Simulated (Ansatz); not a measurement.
# 1T-SrClI monolayer in a perpendicular field

Wanted: the out-of-plane response of the 1T-SrClI monolayer. A positive field points along +c.

Method: plane-wave DFT, PBE-D3(BJ), Ansatz PAW (set soft_1); PAW set soft_1, in Ansatz 0.2.0.

Report form: the programs' logs are mostly left out.

## 1. Set-up

The cell holds 3 atoms: 1 I, 1 Sr and 1 Cl. Its edges and angles: a = 4.265 Å, b = 4.265 Å, c = 38.357 Å, α = 90.0°, β = 90.0°, γ = 120.0°. Vacuum lies along c.

## 2. Relaxation

The starting cell is a guess, so the in-plane lattice and the atoms are relaxed first, with the slab cut off from its images along the normal.

The input, input.yaml:

```yaml
crystal:
  lattice:
    - [4.265215, 0.0, 0.0]
    - [-2.1326075, 3.6937845426, 0.0]
    - [0.0, 0.0, 38.3574781017]
  atoms:
    - { symbol: I, position: [0.6666666667, 0.3333333333, 0.4523237934] }
    - { symbol: Sr, position: [0.0, 0.0, 0.5081164853] }
    - { symbol: Cl, position: [0.3333333333, 0.6666666667, 0.5476762066] }
  periodic: [true, true, false]
kpoints:
  mp_grid: { grid: [12, 12, 1] }
hamiltonian:
  xc: pbe
  dispersion: d3bj
  pseudopotentials: { kind: paw, azcp: { folder: soft_1 } }
scf:
  occupations: { method: fermi_dirac, width: 0.05 }
  convergence: { dr2_threshold: 1.0e-09 }
relax:
  f_tol: 0.004
  max_steps: 90
  cell: {}
output:
  write_potential: true
  write_density: true
  volumetric_format: npy
```

Command:

```console
ansatz run input.yaml --threads 2 --pin off --max-ram 3072MiB --backend cpu --events-out ev --progress --plain --runs-dir out
```

Wall time 2 min (2 threads of Arm Neoverse V1, shared host); peak memory 0.82 GiB.

Step by step:

```csv
step,energy less that of the first step (eV),largest force component (eV/Å),volume (Å³)
1,0.0000,0.3208,604.31
2,-0.0780,0.0827,631.89
3,-0.1118,0.1396,659.91
4,-0.1233,0.0456,682.67
5,-0.1236,0.0475,685.63
6,-0.1239,0.0065,685.11
7,-0.1239,0.0002,685.10
8*,-0.1243,0.0003,685.10
```

Relaxation steps marked * repeat the geometry before them on a plane-wave basis chosen anew for their cell, so energy and pressure can jump there.

The run keeps the 6 symmetry operations that it works with, so distortions that break them were not tested.

```csv
cell as run,before,after,change
a (Å),4.265,4.541,+6.5 %
b (Å),4.265,4.541,+6.5 %
```

The atoms that moved most (Å, along periodic axes as changes of fractional coordinates times the final cell, across vacuum about the mean position):

```csv
atom,dx,dy,dz,length
I1,0.000,0.000,0.203,0.203
Cl3,0.000,0.000,-0.203,0.203
```

The relaxed structure:

```cif
data_structure
_symmetry_space_group_name_H-M 'P 1'
_symmetry_Int_Tables_number 1
_cell_length_a 4.5414
_cell_length_b 4.5414
_cell_length_c 38.3575
_cell_angle_alpha 90.000
_cell_angle_beta 90.000
_cell_angle_gamma 120.000
_cell_volume 685.10
loop_
_atom_site_label
_atom_site_type_symbol
_atom_site_fract_x
_atom_site_fract_y
_atom_site_fract_z
_atom_site_occupancy
I1 I 0.66667 0.33333 0.45763 1
Sr2 Sr 0.00000 0.00000 0.50811 1
Cl3 Cl 0.33333 0.66667 0.54238 1
```

This step gave:

```
gap on the k-mesh : 4.394 eV
```

The lattice constant a goes from 4.265 to 4.541 Å.

## 3. Atoms held, field 0

A sawtooth potential applies the field, turning back in the middle of the vacuum. With the dipole correction the typed value is the field outside the slab. The induced dipole is small, so the SCF threshold is tight.

The cell differs from the one that the last finished run ended in (c 38.357 → 21.251 Å).

The input, input.yaml:

```yaml
crystal:
  lattice:
    - [4.5413712849, 0.0, 0.0]
    - [-2.2706856425, 3.9329429008, 0.0]
    - [0.0, 0.0, 21.2510069814]
  atoms:
    - { symbol: I, position: [0.6666666667, 0.3333333333, 0.4235093428] }
    - { symbol: Sr, position: [0.0, 0.0, 0.5146228888] }
    - { symbol: Cl, position: [0.3333333333, 0.6666666667, 0.5764906572] }
kpoints:
  mp_grid: { grid: [12, 12, 1] }
  band_path:
    path: [[0, 0, 0], [0.5, 0, 0], [0.33333333, 0.33333333, 0], [0, 0, 0]]
    npoints: 16
hamiltonian:
  xc: pbe
  dispersion: d3bj
  pseudopotentials: { kind: paw, azcp: { folder: soft_1 } }
scf:
  occupations: { method: fermi_dirac, width: 0.02585 }
  convergence: { dr2_threshold: 1.0e-10 }
efield:
  axis: 3
  dipole_correction: true
  ramp_position: 0.97
  ramp_width: 0.06
  amplitude: 0
output:
  dos: { projected: true, e_range: [-6, 5] }
  write_potential: true
  write_density: true
  volumetric_format: npy
  elf: true
```

It took 21 s on 2 threads; peak memory 0.59 GiB.

Numbers from this step:

- dipole along the normal: 0.06734 e·Å
- gap along the path: 4.394 eV
- smallest direct gap along the path: 4.394 eV
- step between the vacuum levels: -0.6822 eV
- ionisation energy, upper face: 6.256 eV
- electron affinity, upper face: 1.862 eV
- ionisation energy, lower face: 6.938 eV
- gap, the smaller of path and mesh: 4.394 eV

Running mean over a fixed 2.5 Å (it still follows the layers) of the planar mean; the ramp of the sawtooth is left out. Electron's electrostatic potential energy less the Fermi level against z:

z (Å), electron's electrostatic potential energy less the Fermi level (eV) and a bar from the least value:
```
     2.95       4.73 ##############################
     3.39       4.73 ##############################
     3.84       4.73 ##############################
     4.13       4.73 ##############################
     4.57       4.73 ##############################
     5.02       4.73 ##############################
     5.46       4.73 ##############################
     5.90       4.71 ##############################
     6.20       4.68 ##############################
     6.64       4.51 #############################
     7.08       3.87 ############################
     7.53       2.50 ########################
     7.97       0.97 ####################
     8.41      -0.61 ################
     8.71      -1.44 ##############
     9.15      -2.61 ###########
     9.59      -4.49 ######
    10.04      -6.11 ##
    10.48      -6.55 #
    10.77      -6.59 
    11.22      -6.76 
    11.66      -6.51 #
    12.10      -4.40 ######
    12.54      -1.60 #############
    12.84      -0.29 #################
    13.28       1.28 #####################
    13.72       2.71 #########################
    14.17       3.66 ###########################
    14.61       3.96 ############################
    15.05       4.03 ############################
    15.35       4.04 ############################
    15.79       4.05 ############################
    16.23       4.05 ############################
    16.68       4.05 ############################
    17.12       4.05 ############################
    17.41       4.05 ############################
    17.86       4.05 ############################
    18.30       4.05 ############################
```

The density of states has structure finer than the step of the table below, so its rows give means over 0.2 eV, whole bins alone (the curve runs from -6 to 2.9 eV). Peaks (eV: height): -4.76: 15.1, -4.59: 9.60, -4.46: 25.5, -4.26: 15.0, -3.30: 8.20, -2.88: 9.71, -2.80: 24.5.

Table of density of states by energy, zero at the Fermi level of the run, which the smearing sets inside the gap; means over each step:

energy (eV), density of states (states/eV a cell) and a bar:
```
     -5.2        0.0 
     -5.0        0.1 
     -4.8        7.5 ################
     -4.6        4.6 ##########
     -4.4       13.8 ##############################
     -4.2        3.7 ########
     -4.0        0.0 
     -3.8        0.0 
     -3.6        0.0 
     -3.4        3.7 ########
     -3.2        3.3 #######
     -3.0        2.8 ######
     -2.8       11.1 ########################
     -2.6        5.2 ###########
     -2.4        3.0 #######
     -2.2        0.9 ##
     -2.0        0.0 
     -1.8        0.0 
     -1.6        0.0 
     -1.4        0.0 
     -1.2        0.0 
     -1.0        0.0 
     -0.8        0.0 
     -0.6        0.0 
     -0.4        0.0 
     -0.2        0.0 
      0.0        0.0 
      0.2        0.0 
      0.4        0.0 
      0.6        0.0 
      0.8        0.0 
      1.0        0.0 
      1.2        0.0 
      1.4        0.0 
      1.6        0.0 
      1.8        0.0 
      2.0        0.0 
      2.2        0.8 ##
      2.4        3.0 #######
      2.6        4.2 #########
      2.8        2.1 ####
```

Projected DOS per atom over height of the atomic layer and energy from the Fermi level. Layers: I Sr Cl from below.

Ten even steps from '0' (0.0 states/eV) to '9' (8.5 states/eV), each cell a mean:
```
000
000
000
000
000
000
000
000
000
000
000
000
000
500
500
300
000
003
009
001
000
000
```
Columns: height of the atomic layer (Å) from 9 to 12.3 (not evenly spaced); rows upwards: energy from the Fermi level (eV) from -5.96 to 2.86.

The electronic bands at the labelled points (eV, zero at the Fermi level of the run, which the smearing sets inside the gap):

```csv
point,band 14,band 15,band 16,band 17,band 18,band 19,band 20,band 21
Γ,-4.45,-2.90,-2.20,-2.20,2.19,3.11,3.11,3.22
halfway,-4.41,-3.03,-2.74,-2.40,2.50,3.08,3.65,3.74
M,-4.27,-3.44,-2.80,-2.56,2.22,3.89,4.20,4.45
halfway,-4.26,-3.36,-2.85,-2.77,2.58,3.63,4.02,4.66
K,-4.24,-3.22,-3.11,-2.83,3.08,3.36,3.76,4.62
halfway,-4.36,-3.10,-2.74,-2.54,2.72,3.13,3.40,3.98
Γ,-4.45,-2.90,-2.20,-2.20,2.19,3.11,3.11,3.22
```

Electrostatic potential energy in the ca plane at fractional y = 0.000, with atoms of Sr within 0.2 Å of it. With pseudopotentials it is smooth inside the atoms' cores, unlike the true potential.

Values in eV, 7 rows by 16 columns, each cell a mean:
```
  3   3   3   3   3   3   3  -1 -20 -26  -7   1   2   3   3   3
  3   3   3   3   3   3   2   0  -7 -11  -2   2   3   3   3   3
  3   3   3   3   3   3   1  -1   0  -1   1   2   3   3   3   3
  3   3   3   3   3   3   1  -2   1   1   1   2   3   3   3   3
  3   3   3   3   3   3   2   0  -2  -3   0   2   3   3   3   3
  3   3   3   3   3   3   2   0 -11 -17  -3   2   3   3   3   3
  3   3   3   3   3   3   3  -1 -22 -27  -8   1   2   3   3   3
```
Columns run along c (16.0 Å, from fractional 0.09 to 0.85 of the cell; values clipped at the 3rd and 97th percentile), rows up along a (4.5 Å). Atoms in or near the plane, at fractional coordinates: Sr at (0.51, 0.00).

ELF in the ca plane at fractional y = 0.000, with atoms of Sr within 0.2 Å of it. It is the smooth field of the valence electrons, not physical close to the nuclei.

Ten even steps from '0' (0.00) to '9' (0.84), each cell a mean:
```
00000000000000000000016974895000000000000000
00000000000000000011103899972000000000000000
00000000000000001345421266410111000000000000
00000000000000024678863100013443100000000000
00000000000000136789986300146764210000000000
00000000000000246899987410368875310000000000
00000000000000246889987300267775310000000000
00000000000000135788875100125654210000000000
00000000000000012466641123201222100000000000
00000000000000000123211699841000000000000000
00000000000000000000005998993000000000000000
00000000000000000000017941796000000000000000
```
Columns run along c (16.0 Å, from fractional 0.09 to 0.85 of the cell), rows up along a (4.5 Å). Atoms in or near the plane, at fractional coordinates: Sr at (0.51, 0.00).

Valence density in the ca plane at fractional y = 0.000, with atoms of Sr within 0.2 Å of it. It is the smooth field of the valence electrons, not physical close to the nuclei.

Ten steps, logarithmic in the rise over the least value, from '0' (0.0 e/Å³) to '9' (2.5 e/Å³), each cell a mean:
```
00000000000000112589999631000000000000000000
00000000000001122468997421000000000000000000
00000000000012233345664321100000000000000000
00000000000123343333333332110000000000000000
00000000000123444332223333210000000000000000
00000000000134554432223443210000000000000000
00000000000134454432223443210000000000000000
00000000000123444332223332210000000000000000
00000000000112333334443322100000000000000000
00000000000011222357876321000000000000000000
00000000000001112479998521000000000000000000
00000000000000112589999631000000000000000000
```
Columns run along c (16.0 Å, from fractional 0.17 to 0.92 of the cell), rows up along a (4.5 Å). Atoms in or near the plane, at fractional coordinates: Sr at (0.51, 0.00).

The gap is 4.39 eV, with the valence edge 6.26 eV and the conduction edge 1.86 eV under the upper vacuum level. Spin-orbit coupling, left out in this run, matters for the bands of elements this heavy.

## 4. Atoms held, field 0.1 V/Å

input.yaml: that of step 3 with these lines changed.

```diff
@@ -24,7 +24,6 @@
   dipole_correction: true
-  ramp_position: 0.97
-  ramp_width: 0.06
-  amplitude: 0
+  ramp_position: 0.9398
+  ramp_width: 0.1031
+  amplitude: 0.1
 output:
-  dos: { projected: true, e_range: [-6, 5] }
   write_potential: true
@@ -32,2 +31 @@
   volumetric_format: npy
-  elf: true
```

The job ended after 19 s (2 threads; peak memory 0.55 GiB; 38 s of CPU time).

The dipole is 0.110 e·Å, 0.0426 e·Å from its value without field, and the gap 4.459 eV.

## 5. Atoms held, field -0.1 V/Å

input.yaml: that of step 4 with these lines changed.

```diff
@@ -26,3 +26,3 @@
   ramp_width: 0.1031
-  amplitude: 0.1
+  amplitude: -0.1
 output:
```

It took 20 s on 2 threads; peak memory 0.56 GiB.

The dipole is 0.0248 e·Å, -0.0425 e·Å from its value without field, and the gap 4.305 eV.

## 6. Response, atoms held

This step: plane-wave DFT, PBE-D3(BJ), Ansatz PAW (set soft_1); response to a field along the normal, atoms held; PAW set soft_1 (Ansatz 0.2.0).

The dipoles give the slope, and the difference of two potentials shows where the field is screened.

Numbers from this step:

```
equivalent conductor thickness p/(ε₀AE) : 4.311 Å
distance between the outer atoms        : 3.251 Å
```

The dipole of the cell by applied field:

```csv
applied field (V/Å),dipole of the cell (e·Å)
-0.1000,0.0248
0.0000,0.0673
0.1000,0.110
```

Local field over the applied field, running mean. From the potentials at -0.1 and 0.1 V/Å; running mean over 2.5 Å. Local field over applied field against z:

z (Å), local field over applied field and a bar from the least value:
```
     4.13      1.000 ##############################
     4.57      0.999 ##############################
     5.02      0.996 ##############################
     5.46      0.989 ##############################
     5.90      0.972 #############################
     6.35      0.931 ###########################
     6.79      0.852 ########################
     7.23      0.731 ####################
     7.67      0.587 ###############
     8.12      0.439 #########
     8.56      0.308 ####
     9.00      0.220 #
     9.44      0.193 
     9.89      0.208 #
    10.33      0.237 ##
    10.92      0.277 ###
    11.36      0.305 ####
    11.81      0.337 #####
    12.25      0.396 ########
    12.69      0.490 ###########
    13.13      0.606 ###############
    13.58      0.727 ####################
    14.02      0.838 ########################
    14.46      0.921 ###########################
    14.91      0.967 #############################
    15.35      0.988 ##############################
    15.79      0.996 ##############################
    16.23      0.999 ##############################
    16.68      1.000 ##############################
    17.12      1.000 ##############################
```

Electrons, planar mean, per unit field. Table of induced electron density by z:

```csv
z (Å),induced electron density (e/Å³ per V/Å)
4.13,1.6e-6
4.43,3.5e-6
4.87,1.1e-5
5.17,2.2e-5
5.61,6.4e-5
5.90,1.3e-4
6.20,2.4e-4
6.64,6.1e-4
6.94,0.00108
7.23,0.00179
7.67,0.00307
7.97,0.00334
8.41,0.00184
8.71,0.00121
9.00,5.3e-4
9.44,-3.0e-4
9.74,-8.6e-4
10.04,-0.00147
10.48,-8.9e-4
10.77,-1.9e-4
11.22,6.0e-4
11.51,4.8e-4
11.81,-1.1e-4
12.25,-6.7e-4
12.54,-0.00126
12.84,-0.00235
13.28,-0.00274
13.58,-0.00201
14.02,-9.6e-4
14.31,-5.3e-4
14.61,-2.8e-4
15.05,-1.0e-4
15.35,-5.1e-5
15.64,-2.5e-5
16.09,-8.0e-6
16.38,-3.7e-6
16.82,-1.2e-6
17.12,-5.3e-7
```

The smaller of the gaps on the path and on the k-mesh, counted as 0 under 0.03 eV; in a wide-gap layer a fall can come from a state in the tilted vacuum. Table of gap by applied field:

```csv
applied field (V/Å),gap (eV)
-0.1000,4.30
0.0000,4.39
0.1000,4.46
```

By hand: between -0.1 and 0.1 V/Å the dipole changes by 0.08510 e·Å, a slope of 0.4255 e·Å²/V. A perfect conductor of thickness t has p = ε₀AEt, so t = 180.95 × 0.4255 / 17.861 = 4.31 Å (e/ε₀ = 180.95 V·Å, A in Å²).

The induced dipole is that of a conductor 4.31 Å thick.

## 7. Results

```
gap without field                          : 4.39 eV
ionisation energy, upper face              : 6.26 eV
electron affinity, upper face              : 1.86 eV
step between the vacuum levels             : -0.682 eV
equivalent conductor thickness, atoms held : 4.31 Å
```

**Reading.** The induced dipole equals that of a perfect conductor 4.31 Å thick, while the outer atoms lie 3.25 Å apart; an out-of-plane ε follows only once a thickness t is chosen, by 1 − 1/ε = 4.31 Å / t. The two faces differ: the vacuum level above lies 0.68 eV lower than the one below. The gap goes from 4.39 eV to 4.30 eV at -0.1 V/Å. In a field the lowest empty level of a wide-gap layer can be a state in the vacuum, whose place depends on the cell. With the field reversed the gap is 4.46 eV at 0.1 V/Å. Semilocal functionals give gaps that are too small, and excitons are not included. Spin-orbit coupling is left out, which matters for the bands of elements this heavy.

[Logs are printed without paths, hosts, clocks, repeated set-up lines and the standing remarks that a program may print on its own settings, such as how far it seeks lower states.]

[Hosts, paths, dates, database ids (printed as entryN), source tags and the programs' standing remarks are cut or masked in the printed files.]

[Maps of the electrostatic potential energy from Ansatz leave out the sawtooth potential of an applied field or a dipole correction, so their vacuum need not be flat; planar profiles and work functions include it.]

[The density of states shown here was stored with 400 of the rows of the run's finer table, so its peaks can read low, often by over a quarter, or be missed, and its means over a window can be off by a tenth or more.]
